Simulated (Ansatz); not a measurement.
# A hypothetical structure for LiCu3S3, part 2 of 2

This structure for LiCu3S3 is made up. Its elements were placed in a known structure type with a cell scaled to their sizes. What cell does the guess relax to, and how far off was it?

Ansatz 0.2.0; DFT, PBE, plane-wave PAW, files of the set soft_1, scalar-relativistic, ferromagnetic start, cell and ions relaxed at zero pressure; PAW set soft_1 (the session's first sound run).

So far: The starting structure; Relaxing cell and atoms. The relaxed cell has a = 4.779 Å (conventional setting).

### Step 3. Electronic structure of the relaxed cell

A second self-consistent run takes a narrower smearing and the mesh shown in its input; the bands follow along the standard path of the relaxed lattice.

This step: DFT, PBE, plane-wave PAW, files of the set soft_1, scalar-relativistic, no spin, bands and density of states at the relaxed cell; PAW set soft_1 (Ansatz 0.2.0).

Input file input.yaml:

```yaml
crystal:
  lattice:
    - [4.7789282168, 0.0, 0.0]
    - [0.0, 4.7789282168, 0.0]
    - [0.0, 0.0, 4.7789282168]
  atoms:
    - { symbol: Cu, position: [0.5, 0.0, 0.0] }
    - { symbol: Cu, position: [0.0, 0.0, 0.5] }
    - { symbol: Cu, position: [0.0, 0.5, 0.0] }
    - { symbol: S, position: [0.0, 0.5, 0.5] }
    - { symbol: S, position: [0.5, 0.5, 0.0] }
    - { symbol: S, position: [0.5, 0.0, 0.5] }
    - { symbol: Li, position: [0.5, 0.5, 0.5] }
kpoints:
  mp_grid: { grid: [6, 6, 6] }
  band_path:
    path:
      - [[0.0, 0.0, 0.0], [0.0, 0.5, 0.0], [0.5, 0.5, 0.0], [0.0, 0.0, 0.0], [0.5, 0.5, 0.5], [0.0, 0.5, 0.0]]
      - [[0.5, 0.5, 0.0], [0.5, 0.5, 0.5]]
    npoints: 13
scf:
  occupations: { method: fermi_dirac, width: 0.03 }
  n_extra_bands: 11
hamiltonian:
  xc: pbe
  pseudopotentials: { kind: paw, azcp: { folder: soft_1 } }
output:
  forces: true
  stress: true
  write_bands: true
  dos: { projected: true }
  write_density: true
  write_potential: true
  elf: true
  volumetric_format: npy
```

Launch:

```console
$ ansatz run input.yaml --threads 4 --pin off --max-ram 10240MiB --backend cpu --events-out ev --progress --plain --runs-dir out
```

Numbers of over 12 decimals in the logs are rounded to 6 here.

What it wrote:

```text
[...]
Crystal: 7 atoms, lattice volume = 109.142 Å³
Basis set: ecut = 420 eV, 2103 PW (Γ), exchange–correlation on 64×64×64 points (8 copies of the dense FFT grid, shifted against one another)
Bands: 50, of which v1, the nominal top of the filled ones, is band 39 counted from 1 (38 counted from 0)
Symmetry: 48 space group operations
[...]
k-points: 20 of 216
[...]
SCF iter   1: F=—  HF=-22788.957352 eV  |F-HF|=—  |Δ(HF+E_count)|=         —  Δρ=6.22e-2  dr2=4.74e0  ethr=3.10e-3  ⟨swp⟩=7.2  Hψ=4258  notcnv=0  defer=8
[...]
SCF iter   9: F=-22788.056924 eV  HF=-22788.056924 eV  |F-HF|=3.67e-10  |Δ(HF+E_count)|=   4.74e-8  Δρ=1.37e-6  dr2=1.33e-9  ethr=1.28e-10  ⟨swp⟩=16.8  Hψ=7722  notcnv=0
SCF 1 converged in 9 iterations: F = -22788.056924 eV  dr2 = 1.33e-9
[...]
NSCF: frozen V_eff on 80 k-points
SCF converged after 9 iterations
Free energy (F): -22788.056924 eV
[...]
Internal energy: -22788.042268 eV  (E = F + TS)
E sigma→0 (E₀):  -22788.049596 eV
Entropy (-TS):   -0.014657 eV (-2.094 meV/atom)
Fermi energy:    8.469233 eV
[...]
--- Stress (GPa, compression-positive) ---
       -0.011544       0.000000       0.000000
        0.000000      -0.011544       0.000000
        0.000000       0.000000      -0.011544
  P = ⅓ Tr σ = -0.0115 GPa (-0.115 kbar)
--- Band table (eV; the first three rows and the last of 20) ---
  k-point 0: bands = [... 35 lower, 6.8057, 6.8057, 7.7859, 7.7859, 7.7859, 9.0415, 11.1416, 11.1416, ... 7 higher]
  k-point 1: bands = [... 35 lower, 6.7861, 7.1382, 7.5843, 7.8094, 7.8094, 9.5347, 11.2661, 11.8459, ... 7 higher]
  k-point 2: bands = [... 35 lower, 6.7407, 7.3971, 7.4075, 7.9039, 7.9039, 10.1313, 11.8086, 13.6064, ... 7 higher]
  k-point 19: bands = [... 35 lower, 8.1537, 8.7732, 8.7732, 10.3297, 10.3297, 10.3297, 14.3460, 14.3460, ... 7 higher]
```

Run time: 5 s. Hardware: 4 threads of Arm Neoverse V2, shared host; peak memory 0.53 GiB.

The column dr2 measures how far the density is from self-consistency, as an energy; F and HF (Harris–Foulkes) agree once it is small.

This step gave:

```yaml
free_energy: -22788.0569 eV
energy_at_zero_smearing: -22788.0496 eV
smearing_term_ts: 0.01466 eV
fermi_energy: 8.469 eV
pressure: -0.01154 GPa
```

bands.tsv at the labelled points (eV, zero at the Fermi level; the bands that come nearest the Fermi level along the path):

```
point  band 36  band 37  band 38  band 39  band 40  band 41  band 42  band 43
    Γ    -1.66    -1.66    -0.68    -0.68    -0.68     0.57     2.67     2.67
    X    -1.70    -1.12    -0.99    -0.50    -0.50     1.81     3.82     5.64
    M    -0.93    -0.93    -0.88    -0.20     1.64     2.76     4.30     5.45
    Γ    -1.66    -1.66    -0.68    -0.68    -0.68     0.57     2.67     2.67
    R    -0.32     0.30     0.30     1.86     1.86     1.86     5.88     5.88
    X    -1.70    -1.12    -0.99    -0.50    -0.50     1.81     3.82     5.64
    M    -0.93    -0.93    -0.88    -0.20     1.64     2.76     4.30     5.45
    R    -0.32     0.30     0.30     1.86     1.86     1.86     5.88     5.88
```

ELF in the ac plane at fractional y = 0.500, with atoms of Cu and S and Li within 0.2 Å of it. It is the smooth field of the valence electrons, not physical close to the nuclei.

Ten even steps from '0' (0.03) to '9' (0.93), each cell a mean:
```
42127831586113
11126888984111
11114799962111
65411366521246
88851000002688
37982034105995
05993189406981
16983058306983
78861001003788
87621133211467
32212689851122
11126899984111
21127865785112
72138710386114
```
Columns run along a (4.8 Å), rows up along c (4.8 Å). Atoms in or near the plane, at fractional coordinates: Cu at (0.00, 0.00), S at (0.00, 0.50), S at (0.50, 0.00), Li at (0.50, 0.50).

Valence density in the ac plane at fractional y = 0.500, with atoms of Cu and S and Li within 0.2 Å of it. It is the smooth field of the valence electrons, not physical close to the nuclei.

Values in e/Å³, 14 rows by 14 columns, each cell a mean:
```
32 10  1  0  1  1  1  1  1  1  0  0  3 18
 5  2  0  0  0  1  1  1  1  1  0  0  1  3
 1  0  0  0  0  0  1  1  1  0  0  0  0  0
 1  0  0  0  0  0  0  0  0  0  0  0  0  0
 1  1  0  0  0  0  0  0  0  0  0  0  1  1
 1  1  1  0  0  0  1  2  1  0  0  1  1  1
 0  1  1  0  0  1  5  8  2  0  0  1  1  1
 1  1  1  0  0  0  3  5  1  0  0  1  1  1
 1  1  1  0  0  0  0  1  0  0  0  0  1  1
 1  1  0  0  0  0  0  0  0  0  0  0  0  1
 0  0  0  0  0  0  0  0  0  0  0  0  0  0
 2  1  0  0  0  1  1  1  1  0  0  0  0  1
17  6  1  0  1  1  1  1  1  1  0  0  2 10
58 17  2  0  1  1  1  0  1  1  1  1  5 32
```
Columns run along a (4.8 Å), rows up along c (4.8 Å). Atoms in or near the plane, at fractional coordinates: Cu at (0.00, 0.00), S at (0.00, 0.50), S at (0.50, 0.00), Li at (0.50, 0.50).

Electrostatic potential energy in the ac plane at fractional y = 0.500, with atoms of Cu and S and Li within 0.2 Å of it. With pseudopotentials it is smooth inside the atoms' cores, unlike the true potential.

Ten even steps from '_' (-51 eV) to '@' (12 eV), each cell a mean:
```
__..**@@%%==::----**@@%%==__
--++%%@@@@##====++%%@@@@##==
##%%@@@@@@@@%%%%%%@@@@@@@@%%
%%@@@@@@@@@@@@@@@@@@@@@@@@@@
++##@@@@@@@@%%%%@@@@@@@@%%**
----##@@@@%%**++##@@@@%%++--
==--++@@@@##==--++%%@@%%==--
----**@@@@%%++==**%%@@%%==::
==++%%@@@@@@%%##%%@@@@@@##==
%%%%@@@@@@@@@@@@@@@@@@@@@@%%
%%@@@@@@@@@@@@@@@@@@@@@@@@@@
++**%%@@@@%%**++##@@@@@@%%**
__::**@@%%++------##@@%%++..
____++%%%%==--==--++%%##--__
```
Columns run along a (4.8 Å; values clipped at the 3rd and 97th percentile), rows up along c (4.8 Å). Atoms in or near the plane, at fractional coordinates: Cu at (0.00, 0.00), S at (0.00, 0.50), S at (0.50, 0.00), Li at (0.50, 0.50).

### Step 4. Results

- space group, relaxed: Pm-3m
- conventional cell: a = 4.779, b = 4.779, c = 4.779 Å; α = 90.0°, β = 90.0°, γ = 90.0°
- volume per atom: 15.59 Å³ (guess 16.35)
- total moment: 0.00 μB in the cell of 7 atoms

In words: LiCu3S3 relaxes to Pm-3m with a = 4.779, b = 4.779 and c = 4.779 Å. The guessed volume was 5 % too large. The space group Pm-3m was held in the relaxation, so the end point is a stationary structure within it and may be a saddle against distortions or other arrangements. The moments died out from this one start and weren't seeded again at the relaxed cell. Bands cross the Fermi level, so it is a metal or semimetal at this level. On the 6×6×6 mesh with the narrower smearing (relaxed on 6×6×6) the forces vanish, as symmetry may demand, and the largest stress component is 0.012 GPa, within the relaxation's thresholds of 0.015 eV/Å and 0.05 GPa. The cutoff wasn't tested. No dispersion term is used, so weakly bound directions may come out too long. Nothing here tests whether the compound is stable against decomposition.

[Logs are printed without paths, hosts, clocks, repeated set-up lines and the standing remarks that a program may print on its own settings, such as how far it seeks lower states.]

[Hosts, paths, dates, database ids (printed as entryN), source tags and the programs' standing remarks are cut or masked in the printed files.]
